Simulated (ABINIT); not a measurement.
## Quasiparticle gap of LiCl (Fm-3m) in ABINIT

Aim: the G0W0 gap of LiCl (Fm-3m) on PBE, step by step.

Method: PBE and many-body steps on it, plane waves, in ABINIT 10.8.3.

**1. The starting structure**

Symmetry: Fm-3m, No. 225, cubic system. The conventional cell has a = 5.143 Å, b = 5.143 Å, c = 5.143 Å, α = 90.00°, β = 90.00°, γ = 90.00°. Li has 6 Cl at 2.57 Å nearest. Nearest to Cl lie 6 Li at 2.57 Å. Farther neighbours and most contacts between anions are not listed.

Coordinates:

```cif
data_structure
_symmetry_space_group_name_H-M 'Fm-3m'
_symmetry_Int_Tables_number 225
_cell_length_a 5.1430
_cell_length_b 5.1430
_cell_length_c 5.1430
_cell_angle_alpha 90.000
_cell_angle_beta 90.000
_cell_angle_gamma 90.000
_cell_volume 136.03
loop_
_atom_site_label
_atom_site_type_symbol
_atom_site_symmetry_multiplicity
_atom_site_Wyckoff_symbol
_atom_site_fract_x
_atom_site_fract_y
_atom_site_fract_z
_atom_site_occupancy
Li1 Li 4 a 0.00000 0.00000 0.00000 1
Cl1 Cl 4 b 0.50000 0.00000 0.00000 1
```

The cell and positions come from the Crystallography Open Database and are kept as given unless a step says otherwise.

**2. Ground state**

This step: ABINIT 10.8.3; DFT, PBE, plane waves, norm-conserving pseudopotentials.

The ground-state density comes first.

The input, run.abi:

```
acell 3*1.0 Angstrom
rprim 
  0.000000000000 2.571500000000 2.571500000000
  2.571500000000 0.000000000000 2.571500000000
  2.571500000000 2.571500000000 -0.000000000000
ntypat 2
znucl 3 17
natom 2
typat 1 2
xred 
  0.000000000000 0.000000000000 0.000000000000
  0.500000000000 0.500000000000 0.500000000000
pp_dirpath "pseudos"
pseudos "Li.upf, Cl.upf"
ecut 33
ngkpt 8 8 8
nshiftk 1
shiftk 0 0 0
kptopt 1
chksymbreak 0
nband 10
occopt 1
tolvrs 1e-10
nstep 60
prtwf 0
optforces 0
optstress 0
indata_prefix "in"
outdata_prefix "out"
tmpdata_prefix "tmp"
```

Run with:

```bash
> OMP_NUM_THREADS=1 mpirun -n 4 abinit run.abi > log
```

Numbers of over 12 decimals in the logs are rounded to 6 here.

The log of the run:

```text
.Version 10.8.3 of ABINIT. v10.8.2 released Aug 2026.

 Symmetries : space group Fm -3 m (#225); Bravais cF (face-center cubic)
================================================================================
 Values of the parameters that define the memory need of the present run
     intxc =       0    ionmov =       0      iscf =       7    lmnmax =       6
     lnmax =       6     mgfft =      36  mpssoang =       3    mqgrid =    3001
     natom =       2  nloc_mem =       1    nspden =       1   nspinor =       1
    nsppol =       1      nsym =      48    n1xccc =    2501    ntypat =       2
    occopt =       1   xclevel =       2
-    mband =          10        mffmem =           1         mkmem =           8
       mpw =        2120          nfft =       46656          nkpt =          29
================================================================================
  Rough estimation (10% accuracy) of disk space for files :
================================================================================

--------------------------------------------------------------------------------
------------- Echo of variables that govern the present computation ------------
--------------------------------------------------------------------------------
 -outvars: echo values of preprocessed input variables --------
            acell      1.8897261259E+00  1.8897261259E+00  1.8897261259E+00 Bohr

      chksymbreak           0
             ecut      3.30000000E+01 Hartree
-          fftalg         312

              ixc     -101130
              kpt      0.00000000E+00  0.00000000E+00  0.00000000E+00
                       1.25000000E-01  0.00000000E+00  0.00000000E+00
                       2.50000000E-01  0.00000000E+00  0.00000000E+00
                       3.75000000E-01  0.00000000E+00  0.00000000E+00
                       5.00000000E-01  0.00000000E+00  0.00000000E+00
                       1.25000000E-01  1.25000000E-01  0.00000000E+00
                       2.50000000E-01  1.25000000E-01  0.00000000E+00
                       3.75000000E-01  1.25000000E-01  0.00000000E+00
                       5.00000000E-01  1.25000000E-01  0.00000000E+00
   [... 18 further rows ...]
                      -3.75000000E-01  5.00000000E-01  1.25000000E-01
                      -2.50000000E-01  5.00000000E-01  2.50000000E-01
         kptrlatt        8    0    0      0    8    0      0    0    8
          kptrlen      5.49781828E+01
P           mkmem           8
            natom           2
            nband          10
            ngfft          36      36      36
             nkpt          29
            nstep          60
             nsym          48
           ntypat           2
              occ      2.000000  2.000000  2.000000  2.000000  2.000000  0.000000
                       0.000000  0.000000  0.000000  0.000000
        optforces           0
        optstress           0
            prtwf           0
            rprim      0.0000000000E+00  2.5715000000E+00  2.5715000000E+00
[...]
spgroup         225

           tolvrs      1.00000000E-10

             xred      0.0000000000E+00  0.0000000000E+00  0.0000000000E+00
[...]
znucl        3.00000   17.00000

================================================================================

 chkinp: Checking input parameters for consistency.

================================================================================
== DATASET  1 ==================================================================
-   mpi_nproc: 4, omp_nthreads: 1 (-1 if OMP is not activated)

--- !DatasetInfo
iteration_state: {dtset: 1, }
dimensions: {natom: 2, nkpt: 29, mband: 10, nsppol: 1, nspinor: 1, nspden: 1, mpw: 2120, }
cutoff_energies: {ecut:  33.0, pawecutdg:  -1.0, }
electrons: {nelect:   1.00000000E+01, charge:   0.00000000E+00, occopt:   1.00000000E+00, tsmear:   1.00000000E-02, }

 Real(R)+Recip(G) space primitive vectors, cartesian coordinates (Bohr,Bohr^-1):
 R(1)=  0.0000000  4.8594307  4.8594307  G(1)= -0.1028927  0.1028927  0.1028927
 R(2)=  4.8594307  0.0000000  4.8594307  G(2)=  0.1028927 -0.1028927  0.1028927
 R(3)=  4.8594307  4.8594307  0.0000000  G(3)=  0.1028927  0.1028927 -0.1028927
 Unit cell volume ucvol=  2.2950185E+02 bohr^3
 Angles (23,13,12)=  6.00000000E+01  6.00000000E+01  6.00000000E+01 degrees

 getcut: wavevector=  0.0000  0.0000  0.0000  ngfft=  36  36  36
         ecut(hartree)=     33.000   => boxcut(ratio)=   2.02572

--- Pseudopotential description ------------------------------------------------
- Li Generated using ONCVPSP code by D. R. Hamann
-  3.00000   3.00000  171031                  znucl, zion, pspdat
12 -101130 1 -1 1944                          pspcod,pspxc,lmax,lloc,mmax
     nproj     2     2     0
  pspatm : epsatm=    2.74360059
         --- l  ekb(1:nproj) -->
[...]
pspatm: atomic psp has been read  and splines computed

- Cl Generated using ONCVPSP code by D. R. Hamann
- 17.00000   7.00000  171031                  znucl, zion, pspdat
12 -101130 2 -1 1028                          pspcod,pspxc,lmax,lloc,mmax
     nproj     2     2     2
  pspatm : epsatm=    9.12776517
         --- l  ekb(1:nproj) -->
[...]
2   -2.938609   -0.805455
 pspatm: atomic psp has been read  and splines computed

   1.18713658E+02                                ecore*ucvol(ha*bohr**3)
--------------------------------------------------------------------------------

_setup2: Arith. and geom. avg. npw (full set) are    2077.611    2077.588

================================================================================

--- !BeginCycle
iteration_state: {dtset: 1, }
solver: {iscf: 7, nstep: 60, nline: 4, wfoptalg: 0, }
tolerances: {tolvrs: 1.00E-10, }

     iter   Etot(hartree)      deltaE(h)  residm     vres2
 ETOT  1  -23.725085250753    -2.373E+01 5.349E-02 2.825E+01
 ETOT  2  -23.736481926495    -1.140E-02 4.901E-03 2.665E+00
 ETOT  3  -23.736896654719    -4.147E-04 5.779E-04 1.045E-01
 ETOT  4  -23.736901875480    -5.221E-06 3.884E-04 3.541E-03
 ETOT  5  -23.736901999553    -1.241E-07 3.500E-04 3.623E-05
 ETOT  6  -23.736902000918    -1.365E-09 7.767E-05 7.094E-07
 ETOT  7  -23.736902000948    -3.050E-11 1.372E-04 1.184E-08
 ETOT  8  -23.736902000949    -4.796E-13 1.638E-05 2.057E-10
 ETOT  9  -23.736902000950    -6.999E-13 4.847E-05 1.591E-12

 At SCF step    9       vres2   =  1.59E-12 < tolvrs=  1.00E-10 =>converged.

--- !ResultsGS
iteration_state: {dtset: 1, }
comment   : Summary of ground state results
lattice_vectors:
- [  0.0000000,   4.8594307,   4.8594307, ]
- [  4.8594307,   0.0000000,   4.8594307, ]
- [  4.8594307,   4.8594307,  -0.0000000, ]
lattice_lengths: [   6.87227,    6.87227,    6.87227, ]
lattice_angles: [ 60.000,  60.000,  60.000, ] # degrees, (23, 13, 12)
lattice_volume:   2.2950185E+02
convergence: {deltae: -6.999E-13, res2:  1.591E-12, residm:  4.847E-05, diffor:  0.000E+00, }
etotal    :  -2.37369020E+01
entropy   :   0.00000000E+00
fermie    :   7.07449410E-03
cartesian_stress_tensor: null
pressure_GPa: null
xred      :
- [  0.0000E+00,   0.0000E+00,   0.0000E+00, Li]
- [  5.0000E-01,   5.0000E-01,   5.0000E-01, Cl]
cartesian_forces: null
force_length_stats: {min: null, max: null, mean: null, }

 Integrated electronic density in atomic spheres:
 ------------------------------------------------
 Atom  Sphere_radius  Integrated_density
    1        2.00000          2.17088333
    2        2.00000          5.10754524
================================================================================

 ----iterations are completed or convergence reached----

 Mean square residual over all n,k,spin=   19.560E-08; max=  48.473E-06
 reduced coordinates (array xred) for    2 atoms
       0.000000000000      0.000000000000      0.000000000000
       0.500000000000      0.500000000000      0.500000000000
 rms dE/dt=  0.0000E+00; max dE/dt=  0.0000E+00; dE/dt below (all hartree)
    1       0.000000000000      0.000000000000      0.000000000000
    2       0.000000000000      0.000000000000      0.000000000000

 cartesian coordinates (angstrom) at end:
    1      0.000000     0.000000     0.000000
    2      2.571500     2.571500     2.571500
 length scales=  1.889726125908  1.889726125908  1.889726125908 bohr
              =  1.000000000000  1.000000000000  1.000000000000 angstroms
 prteigrs : about to open file out_EIG
 Fermi (or HOMO) energy (hartree) =   0.00707   Average Vxc (hartree)=  -0.32134
 Eigenvalues (hartree) for nkpt=  29  k points:
 kpt#   1, nband= 10, wtk=  0.00195, kpt=  0.0000  0.0000  0.0000 (reduced coord)
  -1.59114   -0.48424    0.00707    0.00707    0.00707    0.23803    0.44044    0.44044
   0.44044    0.53344
 prteigrs : prtvol=0 or 1, do not print more k-points.

--- !EnergyTerms
iteration_state     : {dtset: 1, }
comment             : Components of total free energy in Hartree
kinetic             :  1.08076392581941E+01
hartree             :  3.82436065164392E+00
xc                  : -6.21216049699690E+00
Ewald energy        : -1.60353546846629E+01
psp_core            :  5.17266677756038E-01
local_psp           : -1.42412904835214E+01
non_local_psp       : -2.39736292336241E+00
total_energy        : -2.37369020009496E+01
total_energy_eV     : -6.45914008630839E+02
band_energy         : -4.34374594158830E+00

== END DATASET(S) ==============================================================
================================================================================

 -outvars: echo values of variables after computation  --------
           etotal     -2.3736902001E+01
            nband          10
             nkpt          29
          spgroup         225
 [... the other variables as echoed above ...]

 Calculation completed.
```

Wall time 15 s (4 MPI ranks of Intel Xeon Platinum 8259CL at 2.50GHz (Skylake/Cascade Lake), shared host); peak memory 0.31 GiB; 59 s of CPU time.

This step gave:

```
total energy               : -645.9140 eV
gap                        : 6.285 eV
k of the valence top       : 0, 0, 0
k of the conduction bottom : 0, 0, 0
least direct gap           : 6.285 eV
```

The gap is direct, at Γ.

(Part 1 of 3 ends here.)

[Paths, hosts, dates, memory and timing lines, banners, echoed tables and standing remarks are left out of the program output.]

[Logs are printed without paths, hosts, clocks, repeated set-up lines and the standing remarks that a program may print on its own settings, such as how far it seeks lower states.]

[Runs of the session that timed out or met a known fault of the program may be left out.]

[Hosts, paths, dates, database ids (printed as entryN), source tags and the programs' standing remarks are cut or masked in the printed files.]

[G0W0 gaps are taken among the corrected bands and points alone; a level outside them can change the order at an edge.]

[Where Ansatz stands beside ABINIT at settings called matched, ABINIT's density can come from a denser mesh and the files from another edition; pairs whose starting gaps differed by over 0.03 eV were left out, so agreement reads better than it is.]
